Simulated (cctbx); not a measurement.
**A crystallographic session in cctbx: PrPd4C4**

Library: cctbx 2025.11. The data are simulated by the first script.

## 1. Simulate the data

run.py:

```python
from cctbx import adptbx, crystal, miller, sgtbx, xray
from cctbx.array_family import flex
from iotbx.shelx import hklf
from scitbx import matrix
import scitbx.random

cs = crystal.symmetry(unit_cell=(5.59, 5.59, 7.698, 90, 90, 90), space_group_symbol='Hall: P 4n 2n -1n')  # P4_2/nmc
atoms = [  # label, site, U (iso, or U11 U22 U33 U12 U13 U23 in A^2), occupancy
    ("Pr1", (0.5, 0.5, 0.5), 0.0033, 1),
    ("Pd1", (0.5, 0.2648, 0.1435), 0.0035, 1),
    ("C1", (0.5, 0.8174, 0.8411), 0.0078, 1),
]
xs = xray.structure(crystal_symmetry=cs)
for label, site, u, occ in atoms:
    u = adptbx.u_cif_as_u_star(cs.unit_cell(), u) if isinstance(u, tuple) else u
    xs.add_scatterer(xray.scatterer(label, site=site, u=u, occupancy=occ))
xs.set_inelastic_form_factors(1.54184, "sasaki")
xs.show_summary()
p1 = xs.expand_to_p1()
ms = miller.build_set(p1, anomalous_flag=True, d_min=0.83)
flex.set_random_seed(129522)
scitbx.random.set_random_seed(129522)
ms = ms.select(flex.random_double(ms.size()) < 0.95)
i = ms.structure_factors_from_scatterers(p1, algorithm="direct").f_calc().as_intensity_array().data()
i = i * 20000 / flex.max(i)
sig = flex.sqrt(i + flex.pow2(0.06 * i) + 2 ** 2)
noise = scitbx.random.variate(scitbx.random.normal_distribution())(i.size())
data = ms.array(data=i + sig * noise, sigmas=sig).set_observation_type_xray_intensity()
with open("data.hkl", "w") as f:
    data.export_as_shelx_hklf(f)
print("reflections written:", data.size(), " <I/sigma> = %.1f" % flex.mean(data.data() / data.sigmas()))
for h, a, b in list(data.sort("data"))[:12]:
    print("%4d%4d%4d %9.1f %7.1f" % (h + (a, b)))
```

```console
$ python run.py
```

```text
Number of scatterers: 3
At special positions: 3
Unit cell: (5.59, 5.59, 7.698, 90, 90, 90)
Space group: P 42/n m c :1 (No. 137)
reflections written: 1697  <I/sigma> = 11.3
   4   0   0   22293.1  1208.3
   0  -4   0   21327.5  1208.3
  -4   0   0   20221.9  1208.3
   0   4   0   19805.5  1208.3
   2   2   4   18453.2  1036.5
  -2   2  -4   17881.6  1036.5
   2   2  -4   17145.3  1036.5
  -2   2   4   16713.5  1036.5
   2  -2   4   15799.0  1036.5
  -2  -2   4   15659.2  1036.5
  -2  -2  -4   15476.2  1036.5
  -1   0   3   14998.3   806.1
```

Run time: 0.23 s on 1 thread of Arm Neoverse V2, on a shared host, peak memory 0.07 GiB.

## 2. Symmetry

run.py:

```python
from cctbx import crystal, sgtbx, statistics
from cctbx.array_family import flex
from iotbx.shelx import hklf

p1 = crystal.symmetry(unit_cell=(5.59, 5.59, 7.698, 90, 90, 90), space_group_symbol="P 1")
raw = hklf.reader(file_name="data.hkl").as_miller_arrays(crystal_symmetry=p1, anomalous=True)[0]
print(raw.size(), "reflections to d = %.3f A" % raw.d_min())
isig = raw.data() / raw.sigmas()
print("centring   violations  <I/sigma> of those")
best = "P"
for c in "ABCIRF":
    a = raw.customized_copy(space_group_info=sgtbx.space_group_info("Hall: %s 1" % c)).sys_absent_flags().data()
    m = flex.mean(isig.select(a))
    print("%5s %10d of %5d %8.1f" % (c, (isig.select(a) > 4).count(True), a.count(True), m))
    if (isig.select(a) > 4).count(True) < 0.01 * a.count(True):
        best = c
raw = raw.select(~raw.customized_copy(space_group_info=sgtbx.space_group_info("Hall: %s 1" % best)).sys_absent_flags().data())
isig = raw.data() / raw.sigmas()
rows = []
for s in sgtbx.space_group_symbol_iterator():
    g = sgtbx.space_group(s)
    if g.conventional_centring_type_symbol() != best or not g.is_compatible_unit_cell(p1.unit_cell(), 1e-3, 0.02):
        continue
    rows.append((s, g))
print("Laue class    unique    Rint  (classes that these axes allow; Friedel mates merged)")
rint = {}
for s, g in rows:
    laue = g.build_derived_patterson_group()
    key = laue.type().hall_symbol()
    if key not in rint:
        m = raw.customized_copy(space_group_info=laue.info(), anomalous_flag=False).merge_equivalents()
        rint[key] = m.r_int()
        print("%-14s %6d %7.3f" % (laue.type().lookup_symbol(), m.array().size(), m.r_int()))
floor = min(rint.values())
good = [(s, g) for s, g in rows if rint[g.build_derived_patterson_group().type().hall_symbol()] < 2 * floor + 0.03]
top = max(g.build_derived_patterson_group().order_z() for s, g in good)
print("space group    extra absences  I>4sigma  <I/sigma>")
for s, g in good:
    laue = g.build_derived_patterson_group()
    if laue.order_z() != top:
        continue
    a = raw.customized_copy(space_group_info=g.info()).sys_absent_flags().data()
    a &= ~raw.customized_copy(space_group_info=laue.info()).sys_absent_flags().data()
    bad = (isig.select(a) > 4).count(True)
    if bad <= 0.03 * a.count(True):
        print("%-16s %8d %10d %9s  %s" % (s.universal_hermann_mauguin(), a.count(True), bad, "%.1f" % flex.mean(isig.select(a)) if a.count(True) else "-", "centric" if g.is_centric() else "acentric"))
laue = max(good, key=lambda t: t[1].build_derived_patterson_group().order_z())[1].build_derived_patterson_group()
f = raw.customized_copy(space_group_info=laue.info(), anomalous_flag=False).merge_equivalents().array().eliminate_sys_absent().f_sq_as_f()
f.set_observation_type_xray_amplitude()
bins = max(3, min(8, f.size() // 12))
f.setup_binner(n_bins=bins)
w = statistics.wilson_plot(f, {e: n / laue.order_z() for e, n in {'Pr': 2.0, 'Pd': 8.0, 'C': 8.0}.items()}, e_statistics=True)
print("Wilson B = %.2f A^2   <|E^2-1|> = %.3f (0.968 centric, 0.736 acentric)   E^2>4: %.1f %%" % (w.wilson_b, w.mean_e_sq_minus_1, w.percent_e_sq_gt_2))
print("shell (A)         n   <I/sigma>")
m = raw.customized_copy(space_group_info=laue.info(), anomalous_flag=False).merge_equivalents().array().eliminate_sys_absent()
for b in m.setup_binner(n_bins=bins).range_used():
    sel = m.binner().selection(b)
    print("%5.2f - %4.2f %6d %8.1f" % (min(m.binner().bin_d_range(b)[0] if m.binner().bin_d_range(b)[0] > 0 else 99, 99), m.binner().bin_d_range(b)[1], sel.count(True), flex.mean((m.data() / m.sigmas()).select(sel))))
```

```console
$ python run.py
```

```text
1697 reflections to d = 0.832 A
centring   violations  <I/sigma> of those
    A        685 of   862     11.1
    B        682 of   860     11.1
    C        743 of   830     12.2
    I        550 of   840      9.1
    R        934 of  1137     11.3
    F       1055 of  1276     11.5
Laue class    unique    Rint  (classes that these axes allow; Friedel mates merged)
P -1              884   0.036
P 1 2/m 1         495   0.042
P 1 1 2/m         483   0.044
P 2/m 1 1         495   0.043
P m m m           294   0.046
P 4/m             246   0.048
P 4/m m m         168   0.049
space group    extra absences  I>4sigma  <I/sigma>
P 4 2 2                 0          0         -  acentric
P 4 21 2               11          0       0.1  acentric
P 42 2 2               10          0       0.3  acentric
P 42 21 2              21          0       0.2  acentric
P 4 m m                 0          0         -  acentric
P 42 m c              129          0      -0.0  acentric
P -4 2 m                0          0         -  acentric
P -4 2 c              129          0      -0.0  acentric
P -4 21 m              11          0       0.1  acentric
P -4 21 c             140          0       0.0  acentric
P -4 m 2                0          0         -  acentric
P 4/m m m               0          0         -  centric
P 4/n m m :1           73          0       0.1  centric
P 4/n m m :2           73          0       0.1  centric
P 42/m m c            129          0      -0.0  centric
P 42/n m c :1         202          0       0.0  centric
P 42/n m c :2         202          0       0.0  centric
Wilson B = 0.91 A^2   <|E^2-1|> = 0.837 (0.968 centric, 0.736 acentric)   E^2>4: 1.3 %
shell (A)         n   <I/sigma>
 7.70 - 1.66     30     27.0
 1.66 - 1.32     20     31.2
 1.32 - 1.15     21     35.1
 1.15 - 1.05     21     35.6
 1.05 - 0.97     15     33.1
 0.97 - 0.92     22     28.6
 0.92 - 0.87     17     40.7
 0.87 - 0.83     22     29.1
```

Time: 0.35 s.

## 3. Charge flipping

run.py:

```python
import itertools
from cctbx import crystal, maptbx
from cctbx.array_family import flex
from iotbx.shelx import hklf
from smtbx.ab_initio import charge_flipping as cf

cs = crystal.symmetry(unit_cell=(5.59, 5.59, 7.698, 90, 90, 90), space_group_symbol='Hall: P 4n 2n -1n')  # P4_2/nmc
raw = hklf.reader(file_name="data.hkl").as_miller_arrays(crystal_symmetry=cs, anomalous=True)[0]
merged = raw.eliminate_sys_absent().merge_equivalents()
fo2 = merged.array().set_observation_type_xray_intensity()
f = fo2.average_bijvoet_mates().f_sq_as_f().resolution_filter(d_min=0.83)
p1 = f.expand_to_p1()
work = p1
flex.set_random_seed(67441)
it = cf.weak_reflection_improved_iterator(delta=None, weak_reflection_fraction=0.1)
it.start(work, phases=flex.random_double(p1.size()) * 6.2832, f_000=0)
it.delta = 0.9 * it.rho_map.sigma()
print("cycle      R  skewness")
for n, st in enumerate(itertools.islice(it, 150)):
    if n % 12 == 0:
        print("%5d %6.3f %8.2f" % (n, st.r1_factor(), st.rho_map.skewness()))
rho = p1.phase_transfer(it.f_calc).fft_map().apply_volume_scaling()
polish = cf.low_density_elimination_iterator(constant_rho_c=rho.sigma())
polish.start(f_obs=p1, phases=it.f_calc, f_000=0)
for _ in range(8):
    next(polish)
print("origin shift          correlation  skewness")
maps = []
for fc, shift, cc in itertools.islice(cf.f_calc_symmetrisations(f, polish.f_calc, 0), 4):
    m = f.phase_transfer(fc).fft_map(symmetry_flags=maptbx.use_space_group_symmetry, resolution_factor=0.25).apply_sigma_scaling()
    maps.append((m.skewness(), cc, m))
    print("%6.3f %6.3f %6.3f %10.3f %9.2f" % (tuple(shift) + (cc, m.skewness())))
skew, cc, m = max((t for t in maps if t[1] > maps[0][1] - 0.04), key=lambda t: t[0])
print("taken: symmetry correlation %.3f, skewness %.2f" % (cc, skew))
peaks = m.peak_search(parameters=maptbx.peak_search_parameters(min_distance_sym_equiv=0.9, max_clusters=8)).all()
sps = cs.special_position_settings(min_distance_sym_equiv=0.5)
print("peak      x       y       z  mult  height/sigma")
for k, (x, h) in enumerate(zip(peaks.sites(), peaks.heights())):
    ss = sps.site_symmetry(x)
    print("Q%-3d %7.4f %7.4f %7.4f %4d %8.1f" % ((k + 1,) + tuple(t % 1 for t in ss.exact_site()) + (ss.multiplicity(), h)))
```

```console
$ python run.py
```

```text
cycle      R  skewness
    0  0.576     0.28
   12  0.366     1.41
   24  0.409     1.64
   36  0.394     1.79
   48  0.398     2.17
   60  0.392     2.97
   72  0.336     4.21
   84  0.314     4.07
   96  0.314     4.00
  108  0.317     4.05
  120  0.316     3.93
  132  0.327     3.98
  144  0.321     4.16
origin shift          correlation  skewness
 0.079  0.516  0.360      0.883      3.83
 0.086  0.517  0.235      0.840      2.07
 0.086  0.520  0.026      0.852      1.67
 0.342  0.764  0.362      0.827      3.02
taken: symmetry correlation 0.883, skewness 3.83
peak      x       y       z  mult  height/sigma
Q1    0.0000  0.0000  0.0000    2     11.9
Q2    0.0000  0.2408  0.3517    8      9.7
Q3    0.0000  0.5000  0.0713    4      2.1
Q4    0.0000  0.2856  0.7009    8      1.7
Q5    0.0000  0.2930  0.1419    8      1.6
Q6    0.0000  0.2713  0.5521    8      1.2
Q7    0.0000  0.0915  0.2214    8      1.2
Q8    0.1123  0.1102  0.0961   16      1.1
```

Time: 0.37 s.

## 4. Refinement (model from the peaks)

run.py:

```python
import math
from cctbx import adptbx, crystal, maptbx, sgtbx, xray
from cctbx.array_family import flex
from cctbx.xray import observations
from iotbx.shelx import hklf
from scitbx.lstbx import normal_eqns_solving
from smtbx import absolute_structure, utils
from smtbx.refinement import constraints, least_squares

cs = crystal.symmetry(unit_cell=(5.59, 5.59, 7.698, 90, 90, 90), space_group_symbol='Hall: P 4n 2n -1n')  # P4_2/nmc
atoms = [  # label, site, U (iso, or U11 U22 U33 U12 U13 U23 in A^2), occupancy
    ("Pr1", (0, 0, 0), 0.0200, 1),
    ("Pd1", (0, 0.2408, 0.3517), 0.0200, 1),
    ("C1", (0, 0.2856, 0.7009), 0.0200, 1),
]
xs = xray.structure(crystal_symmetry=cs)
for label, site, u, occ in atoms:
    u = adptbx.u_cif_as_u_star(cs.unit_cell(), u) if isinstance(u, tuple) else u
    xs.add_scatterer(xray.scatterer(label, site=site, u=u, occupancy=occ))
xs.set_inelastic_form_factors(1.54184, "sasaki")
raw = hklf.reader(file_name="data.hkl").as_miller_arrays(crystal_symmetry=cs, anomalous=True)[0]
merged = raw.eliminate_sys_absent().merge_equivalents()
fo2 = merged.array().set_observation_type_xray_intensity()
print("Rint %.3f, %d unique reflections to %.2f A" % (merged.r_int(), fo2.size(), fo2.d_min()))
for sc in xs.scatterers():
    sc.flags.set_grad_site(True)
    sc.flags.set_grad_u_aniso(sc.flags.use_u_aniso())
    sc.flags.set_grad_u_iso(sc.flags.use_u_iso())
obs = fo2.as_xray_observations()
extra = {}
rep = constraints.reparametrisation(xs, [], utils.connectivity_table(xs), **extra)
ls = least_squares.crystallographic_ls(obs, rep, weighting_scheme=least_squares.mainstream_shelx_weighting(a=0, b=0))
print("cycle     R1     wR2    GooF  max shift (A)")
for cycle in range(6):
    ls.build_up()
    r1, wr2, goof = ls.r1_factor(cutoff_factor=2)[0], ls.wR2(), ls.goof()
    old = xs.sites_cart()
    normal_eqns_solving.levenberg_marquardt_iterations(ls, n_max_iterations=3, tau=0.0001, step_threshold=1e-7)
    big = flex.max((xs.sites_cart() - old).norms())
    print("%4d %7.4f %7.4f %7.3f %9.5f" % (cycle + 1, r1, wr2, goof, big))
    ls.build_up(objective_only=True)
    if abs(ls.wR2() - wr2) < 5e-5 and big < 5e-4:
        break
ls.build_up()
print("final R1 %.4f wR2 %.4f GooF %.3f  parameters %d  data/parameter %.1f" % (ls.r1_factor(cutoff_factor=2)[0], ls.wR2(), ls.goof(), ls.n_parameters, fo2.size() / ls.n_parameters))
cov = ls.covariance_matrix_and_annotations()
su = dict(zip(cov.annotations, (math.sqrt(max(v, 0)) for v in cov.matrix.matrix_packed_u_diagonal())))
a2 = cs.unit_cell().reciprocal_parameters()[0] ** -2
print("atom        x        y        z      Ueq    occ   su(xyz)  su(Uiso or U11)")
for sc in xs.scatterers():
    s = max(su.get(sc.label + k, 0) for k in (".x", ".y", ".z"))
    npd = "" if sc.is_positive_definite_u(cs.unit_cell()) else "  NPD"
    print("%-5s %8.5f %8.5f %8.5f %8.4f %6.3f %8.5f %7.4f%s" % ((sc.label,) + sc.site + (sc.u_iso_or_equiv(cs.unit_cell()), sc.occupancy, s, su.get(sc.label + ".uiso", su.get(sc.label + ".u11", 0) * a2), npd)))
fo = fo2.f_sq_as_f()
fc = fo.structure_factors_from_scatterers(xs, algorithm="direct").f_calc()
diff = fo.f_obs_minus_f_calc(1 / math.sqrt(ls.scale_factor()), fc).average_bijvoet_mates()
m = diff.fft_map(symmetry_flags=maptbx.use_space_group_symmetry, resolution_factor=0.25).apply_volume_scaling()
print("difference map: max %.2f min %.2f rms %.2f" % (m.statistics().max(), m.statistics().min(), m.statistics().sigma()))
peaks = m.peak_search(parameters=maptbx.peak_search_parameters(min_distance_sym_equiv=0.6, max_clusters=5)).all()
near = xs.closest_distances(peaks.sites(), distance_cutoff=4)
sps = cs.special_position_settings(min_distance_sym_equiv=0.5)
for k, (x, h) in enumerate(zip(peaks.sites(), peaks.heights())):
    ss = sps.site_symmetry(x)
    print("Q%-3d %7.4f %7.4f %7.4f %4d %7.2f  %.2f A from %s" % ((k + 1,) + tuple(t % 1 for t in ss.exact_site()) + (ss.multiplicity(), h, near.smallest_distances[k], xs.scatterers()[near.i_seqs[k]].label)))
```

```console
$ python run.py
```

```text
Rint 0.048, 136 unique reflections to 0.83 A
cycle     R1     wR2    GooF  max shift (A)
   1  0.2436  0.6425  28.139   0.45426
   2  0.0215  0.0777   3.402   0.08645
   3  0.0109  0.0239   1.046   0.00002
final R1 0.0109 wR2 0.0239 GooF 1.046  parameters 7  data/parameter 19.4
atom        x        y        z      Ueq    occ   su(xyz)  su(Uiso or U11)
Pr1    0.00000  0.00000  0.00000   0.0033  1.000  0.00000  0.0002
Pd1    0.00000  0.23517  0.35653   0.0033  1.000  0.00005  0.0001
C1     0.00000  0.31800  0.65898   0.0079  1.000  0.00083  0.0008
difference map: max 0.82 min -0.55 rms 0.18
Q1    0.0000  0.5000  0.3297    4    0.82  1.49 A from Pd1
Q2    0.0000  0.2382  0.0027    8    0.80  1.33 A from Pr1
Q3    0.0000  0.5000  0.1970    4    0.58  1.06 A from C1
Q4    0.0000  0.0551  0.6290    8    0.48  1.35 A from Pd1
Q5    0.0000  0.2679  0.7493    8    0.47  0.75 A from C1
```

Time: 0.46 s.

## 5. Refinement (anisotropic displacement)

run.py, as its changes from the last script of this kind:

```diff
@@ -12,3 +12,3 @@
-    ("Pr1", (0, 0, 0), 0.0200, 1),
-    ("Pd1", (0, 0.2408, 0.3517), 0.0200, 1),
-    ("C1", (0, 0.2856, 0.7009), 0.0200, 1),
+    ("Pr1", (0, 0, 0), 0.0033, 1),
+    ("Pd1", (0, 0.23517, 0.35653), 0.0033, 1),
+    ("C1", (0, 0.318, 0.65898), 0.0079, 1),
@@ -20,0 +21 @@
+xs.convert_to_anisotropic()
@@ -34 +35 @@
-for cycle in range(6):
+for cycle in range(8):
@@ -38 +39 @@
-    normal_eqns_solving.levenberg_marquardt_iterations(ls, n_max_iterations=3, tau=0.0001, step_threshold=1e-7)
+    normal_eqns_solving.levenberg_marquardt_iterations(ls, n_max_iterations=3, tau=1e-06, step_threshold=1e-7)
@@ -59 +60 @@
-peaks = m.peak_search(parameters=maptbx.peak_search_parameters(min_distance_sym_equiv=0.6, max_clusters=5)).all()
+peaks = m.peak_search(parameters=maptbx.peak_search_parameters(min_distance_sym_equiv=0.6, max_clusters=6)).all()
```

```console
$ python run.py
```

```text
Rint 0.048, 136 unique reflections to 0.83 A
cycle     R1     wR2    GooF  max shift (A)
   1  0.0109  0.0239   1.076   0.00048
   2  0.0111  0.0234   1.056   0.00000
final R1 0.0111 wR2 0.0234 GooF 1.056  parameters 14  data/parameter 9.7
atom        x        y        z      Ueq    occ   su(xyz)  su(Uiso or U11)
Pr1    0.00000  0.00000  0.00000   0.0033  1.000  0.00000  0.0002
Pd1    0.00000  0.23517  0.35653   0.0033  1.000  0.00005  0.0002
C1     0.00000  0.31800  0.65892   0.0080  1.000  0.00088  0.0023
difference map: max 0.80 min -0.58 rms 0.18
Q1    0.0000  0.2338  0.0037    8    0.81  1.31 A from Pr1
Q2    0.0000  0.5000  0.3311    4    0.81  1.49 A from Pd1
Q3    0.0000  0.5000  0.1939    4    0.53  1.05 A from C1
Q4    0.0000  0.2768  0.7399    8    0.48  0.66 A from C1
Q5    0.0000  0.0000  0.6262    4    0.47  1.32 A from Pd1
Q6    0.0000  0.3001  0.2818    8    0.45  0.68 A from Pd1
```

Run time: 0.39 s on 1 thread of Arm Neoverse V2, with other jobs on the host, peak memory 0.09 GiB.

[Logs are printed without paths, hosts, clocks, repeated set-up lines and the standing remarks that a program may print on its own settings, such as how far it seeks lower states.]
